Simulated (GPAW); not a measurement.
The Li K edge of atom 10 in K2LiAlF6 (Fm-3m), with 6 F at 2.11 Å (octahedral, site symmetry m-3m), was computed in 3 ways: excited-electron core hole (neutral cell), full core hole (charged cell) and no core hole. Program and functional: GPAW, LDA, Gaussian full width 0.9 eV up to 4 eV, rising linearly to 3.5 eV at 25 eV; cells of 10 atoms.

Each run is counted from its own lowest empty level or Fermi level and scaled to a mean of 1 over its first 20 eV.

| E (eV) | run 1 | run 2 | run 3 |
| --- | --- | --- | --- |
| -2.0 | 0.00 | 0.00 | 0.00 |
| -1.5 | 0.00 | 0.00 | 0.00 |
| -1.0 | 0.00 | 0.00 | 0.00 |
| -0.5 | 0.00 | 0.00 | 0.00 |
| 0.0 | 0.01 | 0.01 | 0.00 |
| 0.5 | 0.06 | 0.04 | 0.02 |
| 1.0 | 0.23 | 0.15 | 0.05 |
| 1.5 | 0.75 | 0.41 | 0.11 |
| 2.0 | 2.88 | 1.54 | 0.22 |
| 2.5 | 6.97 | 4.37 | 0.50 |
| 3.0 | 7.47 | 6.86 | 0.99 |
| 3.5 | 2.29 | 3.93 | 1.29 |
| 4.0 | 0.17 | 0.61 | 1.09 |
| 4.5 | 0.15 | 0.28 | 0.86 |
| 5.0 | 0.71 | 0.97 | 0.60 |
| 5.5 | 1.50 | 1.76 | 0.39 |
| 6.0 | 1.55 | 1.80 | 0.40 |
| 6.5 | 1.53 | 2.05 | 0.91 |
| 7.0 | 1.82 | 2.32 | 1.92 |
| 7.5 | 1.62 | 1.75 | 2.83 |
| 8.0 | 1.06 | 1.07 | 3.05 |
| 8.5 | 0.67 | 0.74 | 2.79 |
| 9.0 | 0.51 | 0.60 | 2.52 |
| 9.5 | 0.45 | 0.53 | 2.28 |
| 10.0 | 0.40 | 0.45 | 1.99 |
| 10.5 | 0.36 | 0.41 | 1.75 |
| 11.0 | 0.36 | 0.42 | 1.55 |
| 11.5 | 0.38 | 0.42 | 1.27 |
| 12.0 | 0.35 | 0.37 | 0.90 |
| 12.5 | 0.28 | 0.28 | 0.57 |
| 13.0 | 0.22 | 0.21 | 0.39 |
| 13.5 | 0.19 | 0.20 | 0.35 |
| 14.0 | 0.22 | 0.25 | 0.42 |
| 14.5 | 0.31 | 0.36 | 0.57 |
| 15.0 | 0.43 | 0.50 | 0.75 |
| 15.5 | 0.54 | 0.61 | 0.90 |
| 16.0 | 0.61 | 0.66 | 0.97 |
| 16.5 | 0.59 | 0.62 | 0.94 |
| 17.0 | 0.51 | 0.52 | 0.83 |
| 17.5 | 0.39 | 0.39 | 0.69 |
| 18.0 | 0.29 | 0.30 | 0.57 |
| 18.5 | 0.24 | 0.25 | 0.49 |
| 19.0 | 0.25 | 0.27 | 0.44 |
| 19.5 | 0.32 | 0.34 | 0.44 |
| 20.0 | 0.41 | 0.44 | 0.48 |
| 20.5 | 0.52 | 0.55 | 0.55 |
| 21.0 | 0.61 | 0.64 | 0.64 |
| 21.5 | 0.66 | 0.69 | 0.73 |
| 22.0 | 0.64 | 0.68 | 0.79 |
| 22.5 | 0.58 | 0.61 | 0.81 |
| 23.0 | 0.50 | 0.52 | 0.78 |
| 23.5 | 0.41 | 0.43 | 0.71 |
| 24.0 | 0.34 | 0.35 | 0.62 |
| 24.5 | 0.29 | 0.30 | 0.54 |
| 25.0 | 0.26 | 0.27 | 0.45 |
| 25.5 | 0.24 | 0.25 | 0.38 |
| 26.0 | 0.22 | 0.23 | 0.32 |
| 26.5 | 0.21 | 0.22 | 0.28 |
| 27.0 | 0.20 | 0.21 | 0.24 |
| 27.5 | 0.20 | 0.20 | 0.21 |
| 28.0 | 0.20 | 0.21 | 0.20 |
| 28.5 | 0.20 | 0.22 | 0.20 |
| 29.0 | 0.22 | 0.23 | 0.20 |
| 29.5 | 0.24 | 0.25 | 0.21 |
| 30.0 | 0.26 | 0.27 | 0.22 |

Which run is which?

Run 1: full core hole (charged cell) (area from −2 to 6 eV 12.0, main maxima 2.8 eV (8.25), 7.1 eV (1.83), 16.2 eV (0.61) and 21.7 eV (0.66)). Run 2: excited-electron core hole (neutral cell) (area from −2 to 6 eV 10.9, main maxima 3.0 eV (6.86), 6.9 eV (2.33), 16.0 eV (0.66) and 21.6 eV (0.69)). Run 3: no core hole (area from −2 to 6 eV 3.2, main maxima 3.5 eV (1.29), 7.9 eV (3.06), 16.1 eV (0.97) and 22.4 eV (0.81)). With each curve scaled to its own mean, the area from −2 to 6 eV with the hole is 12.0 against 3.2, and the centre of weight from −1 to 20 eV moves by -3.7 eV: the hole pulls the absorber's empty states down.

[Hosts, paths, dates, database ids (printed as entryN), source tags and the programs' standing remarks are cut or masked in the printed files.]

[Lists of maxima count a maximum above −3 eV only where it reaches 4 % of the highest in the window and stands out from its surroundings by 2 % of it (1.5 % where it reaches 55 %); shoulders and weaker maxima are passed over, and of the rest the first, up to two pre-edge ones and the few strongest are named.]
